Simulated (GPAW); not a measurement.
# SnO (Pmn2_1): G0W0 with GPAW, start to end

Aim: the G0W0 gap of SnO (Pmn2_1) on LDA, step by step.

Calculated with GPAW 26.7.0; LDA and many-body steps on it, plane waves.

### Step 1. The starting structure

Symmetry: Pmn2_1, No. 31, orthorhombic system. The conventional cell has a = 3.355 Å, b = 5.674 Å, c = 4.222 Å, α = 90.00°, β = 90.00°, γ = 90.00°. Sn has 3 O at 2.15 to 2.16 Å nearest. O has 3 Sn at 2.15 to 2.16 Å nearest. Farther neighbours and most contacts between anions are not listed.

The cell and positions are those that the Materials Project relaxed with its own functionals (PBE, PBE+U or r2SCAN), kept fixed. This is not the form that SnO usually takes at ambient conditions.

### Step 2. Ground state

This step: GPAW 26.7.0; DFT, LDA, plane waves, PAW.

The ground-state density comes first.

Input file run.py:

```python
import json
import numpy as np
from gpaw.mpi import world
from ase import Atoms
from gpaw import GPAW, PW, FermiDirac

atoms = Atoms(['Sn', 'Sn', 'O', 'O'],
    cell=[[3.3550050000, 0.0000000000, 0.0000000000],
      [0.0000000000, 5.6741040000, 0.0000000000],
      [0.0000000000, 0.0000000000, 4.2219700000]],
    scaled_positions=[[0.0000000000, 0.2319090000, 0.5131440000],
      [0.5000000000, 0.7680910000, 0.0131440000],
      [0.0000000000, 0.8912500000, 0.7368570000],
      [0.5000000000, 0.1087500000, 0.2368570000]],
    pbc=(True, True, True))
calc = GPAW(mode=PW(600),
    xc='LDA',
    kpts={'size': (8, 4, 6), 'gamma': True},
    occupations=FermiDirac(0.001),
    nbands=-8,
    convergence={'density': 1e-6, 'bands': -3},
    maxiter=100,
    txt='gs.txt')
atoms.calc = calc
res = {'energy': atoms.get_potential_energy()}
kpts = calc.get_ibz_k_points()
res['kpts'] = kpts
res['eigenvalues'] = [calc.get_eigenvalues(kpt=k) for k in range(len(kpts))]
res['n_electrons'] = calc.get_number_of_electrons()
calc.write('gs.gpw')

if world.rank == 0:
    with open('result.json', 'w') as f:
        json.dump(res, f, default=lambda x: x.tolist())
```

Started as:

```
> mpirun -n 4 gpaw python run.py
```

Numbers of over 12 decimals in the logs are rounded to 6 here.

Output:

```text
__  _  _
 | _ |_)|_||  |
 |__||  | ||/\| - 26.7.0

Input parameters:
  mode=PW(ecut=600.0),
  convergence={'density': 1e-06, 'bands': -3},
  kpts=MonkhorstPack(size=(8, 4, 6), gamma=True),
  maxiter=100,
  nbands=-8,
  occupations=Occupations(name='fermi-dirac', width=0.001, fixmagmom=False),
  xc=XC(name='LDA')
  [... matrices ...]
Diagonalizing LCAO Hamiltonian
Converting LCAO to pw mode
    .-------.
   /|       |
  / O       |
 *  |       |
 |  |       |
 |Sn.-------.
 | / O Sn  /
 |/       /
 *-------*

Atoms  # Å, Bohr magnetons
|   | symbol |        x |        y |        z |    initial magnetic moments |
| 0 |     Sn | 0.000000 | 1.315876 | 2.166479 | ( 0.0000,  0.0000,  0.0000) |
| 1 |     Sn | 1.677502 | 4.358228 | 0.055494 | ( 0.0000,  0.0000,  0.0000) |
| 2 |      O | 0.000000 | 5.057045 | 3.110988 | ( 0.0000,  0.0000,  0.0000) |
| 3 |      O | 1.677502 | 0.617059 | 1.000003 | ( 0.0000,  0.0000,  0.0000) |

Unit cell  # Å
| periodic |        x |        y |        z |  lengths |    angles |
|      yes | 3.355005 | 0.000000 | 0.000000 | 3.355005 | 90.000000 |
|      yes | 0.000000 | 5.674104 | 0.000000 | 5.674104 | 90.000000 |
|      yes | 0.000000 | 0.000000 | 4.221970 | 4.221970 | 90.000000 |

Number of symmetries: 2
Symmetry operations  # r_c * U_cc + t_c -> r_c
|   | kind |            matrix            |
| 0 |  E   |  1, 0, 0,  0, 1, 0,  0, 0, 1 |
| 1 |  σ   | -1, 0, 0,  0, 1, 0,  0, 0, 1 |

BZ-sampling:
  Number of BZ points: 192
  Number of IBZ points: 70

  Monkhorst-Pack size: [8, 4, 6]
  Monkhorst-Pack shift: [0.0625, 0.125, 0.083333]

K-points  # in reciprocal-cell coordinates
|     |                                coordinates |     weight |
|   0 | (  0.00000000,   0.00000000,   0.00000000) | 0.00520833 |
|   1 | (  0.00000000,   0.00000000,   0.16666667) | 0.01041667 |
|   2 | (  0.00000000,   0.00000000,   0.33333333) | 0.01041667 |
|   3 | (  0.00000000,   0.00000000,   0.50000000) | 0.00520833 |
|   4 | (  0.00000000,   0.25000000,  -0.33333333) | 0.01041667 |
|   5 | (  0.00000000,   0.25000000,  -0.16666667) | 0.01041667 |
|   6 | (  0.00000000,   0.25000000,   0.00000000) | 0.01041667 |
|   7 | (  0.00000000,   0.25000000,   0.16666667) | 0.01041667 |
|   8 | (  0.00000000,   0.25000000,   0.33333333) | 0.01041667 |
|   9 | (  0.00000000,   0.25000000,   0.50000000) | 0.01041667 |
| ... |                                            |            |
|  69 | (  0.50000000,   0.50000000,   0.50000000) | 0.00520833 |

Plane wave coefficients: 2719
Cutoff: 600.0 eV

Spin-components: 1 (collinear spins)
Bands:           28
Projectors:      22
Spin-degeneracy: 2
Datatype:        complex128

  Storage: CPU
  Wave functions: 85_267_840 bytes (21_316_960 per core)
  Projectors: 73_086_720 bytes (18_271_680 per core)
  [... matrices ...]
Parallelization:
  kpt:    4
  domain: 1
  band:   1

Density:
  Valence electrons: 40.0
  Components: 1
  Grid points: [20 35 24]
  Charge: 0.0  # |e|

Potential:
  Grid points: [20 35 24]

species:
  Sn:
    name:    Tin
    Z:       50.0
    valence: 14
    core:    36
    charge:  0.0  # [|e|]
    compensation charges:
      type: gauss
      rc: 0.38  # [Å]
      lmax: 2
    cutoffs:
      filter: 2.23  # [Å]
      core: 2.35  # [Å]
    projectors
    | kind |    occ | energy [eV] | rcut [Å] |
    |   5s |  2.000 |     -10.799 |    1.201 |
    |   5p |  2.000 |      -3.869 |    1.270 |
    |   4d | 10.000 |     -25.910 |    1.185 |
    |    s |        |      16.413 |    1.201 |
    |    p |        |      23.342 |    1.270 |
    |    d |        |       1.302 |    1.185 |

    Using partial waves for Sn as LCAO basis

  O:
    name:    Oxygen
    Z:       8.0
    valence: 6
    core:    2
    charge:  0.0  # [|e|]
    compensation charges:
      type: gauss
      rc: 0.21  # [Å]
      lmax: 2
    cutoffs:
      filter: 1.17  # [Å]
      core: 0.83  # [Å]
    projectors
    | kind |    occ | energy [eV] | rcut [Å] |
    |   2s |  2.000 |     -23.752 |    0.688 |
    |   2p |  4.000 |      -9.195 |    0.598 |
    |    s |        |       3.459 |    0.688 |
    |    p |        |      18.016 |    0.598 |
    |    d |        |       0.000 |    0.619 |

    Using partial waves for O as LCAO basis

Reference energy: -339786.989759  # eV

eigensolver:
  PPCG
  Converge bands: -3
  niter=2

density mixing:
  MSR1-Mixer
  Pratt-step length: 0.05
  Maximum mixing coefficient: 0.75
  Old densities: 10
  SVD Regularization: 0.005
  Good broyden scale: 1.0
  Trust region scale: 1.0
  Backstep threshold: 4.0
  History deletion threshold: 6.0
  Fourier metric: weight=20.0, sigma=0.015

occupation numbers:
  Fermi-Dirac:
    width: 0.0010  # eV

poisson solver:
  ecut: 4800.0  # eV

xc functional:
  name: None

Initialization done in: 1.103 s

convergence criteria:
- Maximum integral of absolute [dens]ity change: 1e-06 electrons / valence electron
- Maximum [total energy] change in last 3 cyles: 0.0005 eV / valence electron
- Maximum integral of absolute [eigenst]ate change: 4e-08 eV^2 / valence electron
maximum number of iterations: 100

SCF iterations
|iter     |     time |      energy | eigst |  dens |
|iter:   1|  |  -29.484207 | +0.61 |       |
|iter:   2|  |  -28.378670 | -0.85 | -1.00 |
|iter:   3|  |  -26.092076 | -0.61 | -1.07 |
|iter:   4|  |  -26.038827 | -2.20 | -1.55 |
|iter:   5|  |  -26.016548 | -2.86 | -1.78 |
|iter:   6|  |  -26.016292 | -4.02 | -2.58 |
|iter:   7|  |  -26.016315c| -5.15 | -3.15 |
|iter:   8|  |  -26.016311c| -5.98 | -3.86 |
|iter:   9|  |  -26.016311c| -6.56 | -4.41 |
|iter:  10|  |  -26.016311c| -7.26 | -4.60 |
|iter:  11|  |  -26.016311c| -8.21c| -5.26 |
|iter:  12|  |  -26.016311c| -8.69c| -5.78 |
|iter:  13|  |  -26.016311c| -9.23c| -6.61c|

Converged in 13 steps
SCF loop duration: 18.450 s (1.419 s/step)
Energy contributions relative to reference atoms: (reference = -339786.989759)
  [... matrices ...]
Energy contributions:
  Kinetic:          22.943701
  Coulomb:         -24.066528
  Zero:              0.031847
  External:          0.000000
  Xc:              -24.925331
  Entropy:          -0.000000
  Spinorbit:         0.000000
  ----------------------------
  Free energy:     -26.016311
  Extrapolated:    -26.016311

dipole moment: (-20.794105, 0.000008, -13.440661)  # |e|*Ang

Fermi level: 4.482
Eigenvalues  # (at kpt = [0.000, 0.000, 0.000])
| band index |      eig [eV] | occ [0-2] |
|          0 |       -16.887 |     2.000 |
|        ... |               |           |
|         12 |        -3.397 |     2.000 |
|         13 |        -1.611 |     2.000 |
|         14 |        -0.071 |     2.000 |
|         15 |         0.335 |     2.000 |
|         16 |         0.669 |     2.000 |
|         17 |         1.528 |     2.000 |
|         18 |         2.127 |     2.000 |
|         19 |         4.150 |     2.000 |
|         20 |         6.743 |     0.000 |
|         21 |         7.273 |     0.000 |
|         22 |         9.961 |     0.000 |
|         23 |         9.967 |     0.000 |
|         24 |        12.072 |     0.000 |
|         25 |        12.120 |     0.000 |
|         26 |        12.812 |     0.000 |
|         27 |        13.375 |     0.000 |

Gap: 1.366 eV
Transition (v -> c):
  (s=0, k=0, n=19, [0.00, 0.00, 0.00]) -> (s=0, k=52, n=20, [0.38, 0.50, 0.00])
Direct/indirect transitions are different
Direct gap: 2.016 eV
Transition at: (s=0, k=52, n=19, [0.38, 0.50, 0.00])
# Writing to gs.gpw (mode='')
  [... matrices ...]
```

Elapsed: 21 s, on 4 MPI ranks of Arm Neoverse V2, shared host; peak memory 0.8 GiB; 84 s of CPU time.

This step gave:

```
total energy               : -26.02 eV
gap                        : 1.366 eV
k of the valence top       : 0, 0, 0
k of the conduction bottom : 0.375, 0.5, 0
least direct gap           : 2.016 eV
```

The gap is indirect, with the least direct gap 0.65 eV higher.

### Step 3. Empty states on the mesh, 4×2×2 mesh, 192 bands

The sums over transitions need many empty states on a uniform mesh; this step solves for them.

Input file run.py:

```python
import json
import numpy as np
from gpaw.mpi import world
from gpaw import GPAW

calc = GPAW('gs.gpw').fixed_density(kpts={'size': (4, 2, 2), 'gamma': True},
    parallel={'domain': 1, 'band': 1},
    txt='nscf.txt')
calc.diagonalize_full_hamiltonian(nbands=192)
calc.write('full.gpw', mode='all')
res = {}
kpts = calc.get_ibz_k_points()
res['kpts'] = kpts
res['eigenvalues'] = [calc.get_eigenvalues(kpt=k) for k in range(len(kpts))]
res['n_electrons'] = calc.get_number_of_electrons()

if world.rank == 0:
    with open('result.json', 'w') as f:
        json.dump(res, f, default=lambda x: x.tolist())
```

Started as:

```
> mpirun -n 4 gpaw python run.py
```

Output:

```text
Diagonalizing LCAO Hamiltonian
Converting LCAO to pw mode
convergence criteria:
- Maximum integral of absolute [eigenst]ate change: 4e-08 eV^2 / valence electron
maximum number of iterations: 100

SCF iterations
|iter     |     time |      energy | eigst |  dens |
|iter:   1|  |             | +0.85 |       |
|iter:   2|  |             | -0.79 |       |
|iter:   3|  |             | -2.00 |       |
[...]
|iter:   7|  |             | -6.39 |       |
|iter:   8|  |             | -7.30 |       |
|iter:   9|  |             | -7.99c|       |
SCF steps: 9
  __  _  _
 | _ |_)|_||  |
 |__||  | ||/\| - 26.7.0

Input parameters:
  mode=PW(ecut=600.0),
  convergence={'density': 1e-06, 'bands': -3},
  gpts=array([20, 35, 24]),
  kpts=MonkhorstPack(size=(4, 2, 2), gamma=True),
  maxiter=100,
  nbands=28,
  occupations=Occupations(name='fermi-dirac', width=0.001, fixmagmom=False),
  parallel={'domain': 1, 'band': 1},
  xc=XC(name='LDA')
Matrix size: 2719x2719
# Writing to full.gpw (mode='all')
  [... matrices ...]

timing:  # [seconds]
  Total: 43.351  # ━━━━━━━━━━━━━━━━━━━━━━━━━━━━━━━━━━━━━━━━━━━━━━━━━━━━━━━━━━
```

Run time: 48 s. Hardware: 4 MPI ranks; peak memory 3 GiB; 3.2 min of CPU time.

Numbers from this step:

* gap: 1.853 eV
* k of the valence top: 0, 0, 0
* k of the conduction bottom: 0.5, 0.5, 0
* least direct gap: 2.593 eV
* k points computed: 12
* lowest point of the top converged band, above the valence top: 87.1081 eV

On this mesh the gap is 1.853 eV. The earlier step found 1.366 eV, so this mesh misses an edge.

### Step 4. Screening and self-energy, 4×2×2 mesh, 84 bands, screening to 60 eV

Now the one-shot GW correction: screening in the RPA, then the self-energy of the levels asked for.

This step: G0W0 on LDA, plane waves, PAW.

Input file run.py:

```python
import json
import numpy as np
from gpaw.mpi import world
from gpaw.response.g0w0 import G0W0

gw = G0W0('full.gpw',
    filename='gw',
    kpts=[0, 10],
    bands=(18, 22),
    ecut=60,
    nbands=84,
    integrate_gamma='WS',
    ppa=True)
gw.calculate()
res = {mode: {k: v for k, v in r.items() if k != 'sigma_eskwn'}
       for mode, r in gw.all_results.items()}

if world.rank == 0:
    with open('result.json', 'w') as f:
        json.dump(res, f, default=lambda x: x.tolist())
```

Started as:

```
> mpirun -n 4 gpaw python run.py
```

Output:

```text
Using integrator: PointIntegrator
FrequencyGridDescriptor(from 0.000+0.000j to 0.000+27.211j eV, 2 points)
Nonperiodic BCs:  [False False False]
Using integrator: PointIntegrator
FrequencyGridDescriptor(from 0.000+0.000j to 0.000+27.211j eV, 2 points)
Nonperiodic BCs:  [False False False]
  ___  _ _ _
 |   || | | |
 | | || | | |
 |__ ||_____|
 |___|

BZ k-points: Symmetries present (total): 2

  [... matrices ...]
16 k-points: 4 x 2 x 2 Monkhorst-Pack grid + [1/8,1/4,1/4]
12 k-points in the irreducible part of the Brillouin zone
       k-points in crystal coordinates                weights
   0:     0.00000000    0.00000000    0.00000000          1/16
   1:     0.00000000    0.00000000    0.50000000          1/16
   2:     0.00000000    0.50000000    0.00000000          1/16
   3:     0.00000000    0.50000000    0.50000000          1/16
   4:     0.25000000    0.00000000    0.00000000          2/16
   5:     0.25000000    0.00000000    0.50000000          2/16
   6:     0.25000000    0.50000000    0.00000000          2/16
   7:     0.25000000    0.50000000    0.50000000          2/16
   8:     0.50000000    0.00000000    0.00000000          1/16
   9:     0.50000000    0.00000000    0.50000000          1/16
          ...
  11:     0.50000000    0.50000000    0.50000000          1/16

Distributing spins, k-points and bands (1 x 2 x 4) over 4 processes
Number of blocks: 1

Quasi particle states:
k-points (IBZ indices): [0, 10]
Band range: (18, 22)
  [... matrices ...]
Computational parameters:
Plane wave cut-off: 60 eV
Number of bands: 84
Coulomb cutoff: None
Broadening: 0.1 eV

fxc modes: GW
Kernel: RPA
Using Godby-Needs plasmon-pole approximation:
  Fitting energy: i*E0, E0 = 1.000 Hartree
Summing all q:

Calculating screened Coulomb potential
No Coulomb truncation
FrequencyGridDescriptor(from 0.000+0.000j to 0.000+27.211j eV, 2 points)
Removing empty qpoint cache files...

Calculating chi0 body with:
    Ground state adapter containing:
    Number of spins: 1
    Number of kpoints: 16
    Number of irreducible kpoints: 12
    Number of completely occupied states: 20
    Number of partially occupied states: 20
    Occupied states memory: 5.126953125 M / cpu

    Linear response parametrization:
    q_c: [0.0, 0.0, 0.0]
    Number of frequency points: 2
    Planewave cutoff: 60.0
    Number of bands: 84
    Number of planewaves: 83
    Broadening (eta): 1e-06
    comm.size: 4
    kncomm.size: 4
    blockcomm.size: 1

    Memory estimate of potentially large arrays:
        chi0_wGG: 0.210236 M / cpu
Integrating chi0 body.

Symmetries of q_c:
    Direct symmetries (Uq -> q): 2
    Indirect symmetries (TUq -> q): 2
In total 4 allowed symmetries.

  [... matrices ...]
12 groups of equivalent kpoints. 25.0% reduction.

Integral kind: response function
Integrating chi0 head and wings.

Symmetries of q_c:
    Direct symmetries (Uq -> q): 2
    Indirect symmetries (TUq -> q): 2
In total 4 allowed symmetries.

  [... matrices ...]
12 groups of equivalent kpoints. 25.0% reduction.

Integral kind: response function wings

Calculating chi0 body with:
    Ground state adapter containing:
    Number of spins: 1
    Number of kpoints: 16
    Number of irreducible kpoints: 12
    Number of completely occupied states: 20
    Number of partially occupied states: 20
    Occupied states memory: 5.126953125 M / cpu

    Linear response parametrization:
[... the further q-points ...]

Results:
f:      Occupation numbers
eps:     KS-eigenvalues [eV]
vxc:     KS vxc [eV]
exx:     Exact exchange [eV]
sigma:   Self-energies [eV]
dsigma:  Self-energy derivatives
Z:       Renormalization factors
qp:      QP-energies [eV]

k-point 0 (0): (0.000, 0.000, 0.000)                GW
band       f     eps     vxc     exx   sigma  dsigma       Z      qp
                                                                   GW
  18   1.000   2.127 -19.764 -24.880   5.167  -0.352   0.740   2.165
  19   1.000   4.150 -17.834 -19.945   2.443  -0.287   0.777   4.408
  20   0.000   6.743 -12.418  -7.667  -3.546  -0.236   0.809   7.718
  21   0.000   7.273 -14.997 -10.581  -3.058  -0.249   0.800   8.359

k-point 1 (10): (0.500, 0.500, 0.000)                GW
band       f     eps     vxc     exx   sigma  dsigma       Z      qp
                                                                   GW
  18   1.000   3.251 -15.616 -17.696   2.142  -0.277   0.783   3.300
  19   1.000   3.251 -15.616 -17.696   2.142  -0.277   0.783   3.300
  20   0.000   6.003 -14.361 -10.466  -2.723  -0.245   0.803   6.945
  21   0.000   6.003 -14.361 -10.466  -2.723  -0.245   0.803   6.945
```

The job ended after 16 s (4 MPI ranks; peak memory 1.1 GiB).

Numbers from this step:

```yaml
g0w0_gap_on_the_points_computed: 2.537 eV
least_direct_g0w0_gap_on_the_computed_points: 3.310 eV
z_at_the_valence_top: 0.7768
z_at_the_conduction_bottom: 0.8033
starting_gap_on_the_mesh: 1.853 eV
k_of_the_valence_top: 0, 0, 0
k_of_the_conduction_bottom: 0.5, 0.5, 0
```

The gap on the mesh goes from 1.85 eV to 2.54 eV, a correction of +0.68 eV. The start differs from the 1.37 eV found before because the two sample other k points.

Limits: finite bands, cutoff and mesh; no spin-orbit coupling; coarse k mesh. v1 is the top filled band, c1 the lowest empty one. The levels before and after the correction (eV, zero at the valence-band top of each column):

|  | conduction bottom | valence top |
| --- | --- | --- |
| Kohn-Sham | 1.85 | 0.00 |
| G0W0 | 2.54 | 0.00 |

|  | level | energy (eV) |
| --- | --- | --- |
| Kohn-Sham | Γ v2 | -2.023 |
| Kohn-Sham | Γ v1 | 0.000 |
| Kohn-Sham | Γ c1 | 2.593 |
| Kohn-Sham | Γ c2 | 3.123 |
| Kohn-Sham | (0.5 0.5 0) v2-v1 | -0.899 |
| Kohn-Sham | (0.5 0.5 0) c1-c2 | 1.853 |
| G0W0 | Γ v2 | -2.243 |
| G0W0 | Γ v1 | 0.000 |
| G0W0 | Γ c1 | 3.310 |
| G0W0 | Γ c2 | 3.951 |
| G0W0 | (0.5 0.5 0) v2-v1 | -1.108 |
| G0W0 | (0.5 0.5 0) c1-c2 | 2.537 |

### Step 5. Where the time went

Times are wall times on 4 MPI ranks of Arm Neoverse V2, shared host, good to a factor of about two.

| step | time | share | memory (GiB) |
| --- | --- | --- | --- |
| ground state | 21 s | 25 % | 0.8 |
| empty states on the mesh | 48 s | 56 % | 3.0 |
| screening and self-energy | 16 s | 19 % | 1.1 |

### Step 6. Outcome

```yaml
lda_gap: 1.37 eV, indirect
g0w0_gap_on_the_mesh: 2.54 eV
g0w0_gap_over_the_zone_rigid_shift: 2.05 eV
gw_settings: 4×2×2 mesh, 84 bands, screening to 60 eV, Godby-Needs plasmon pole
known_limits: not at the basis limit; no spin-orbit coupling; coarse k mesh
```

**Reading.** G0W0 moves the gap on the mesh from 1.85 eV to 2.54 eV (+0.68 eV), with Z of 0.78 and 0.80 at the edges. The mesh misses the band edges by 0.49 eV in all; a rigid shift gives 2.05 eV for the zone. Only 2 of the mesh's irreducible points were corrected, so a valley elsewhere could overtake. The dearest step here is «empty states on the mesh». Bands and cutoff are finite, so the gap is not at the basis limit. The miss can reach some tenths of an eV and take either sign; the mesh is an error of its own. These stock PAW sets were not made for GW. In the G0W0 run levels were corrected at 2 k points alone, so a gap called «on the mesh» is the least over those, and an edge elsewhere would be missed. A denser mesh or path gives a starting gap of 1.37 eV: the GW mesh misses a band edge, so its gaps are not the fundamental one. The 4×2×2 mesh is coarse for this cell, which bears on the long-range parts of exchange and screening. Mesh or cutoff lie under what a gap needs, so these runs test behaviour and cost; their gaps are not to be quoted. The many-body steps are scalar-relativistic: spin-orbit coupling is not in them.

[Paths, hosts, dates, memory and timing lines, banners, echoed tables and standing remarks are left out of the program output.]

[Logs are printed without paths, hosts, clocks, repeated set-up lines and the standing remarks that a program may print on its own settings, such as how far it seeks lower states.]

[Runs of the session that timed out or met a known fault of the program may be left out.]

[Hosts, paths, dates, database ids (printed as entryN), source tags and the programs' standing remarks are cut or masked in the printed files.]
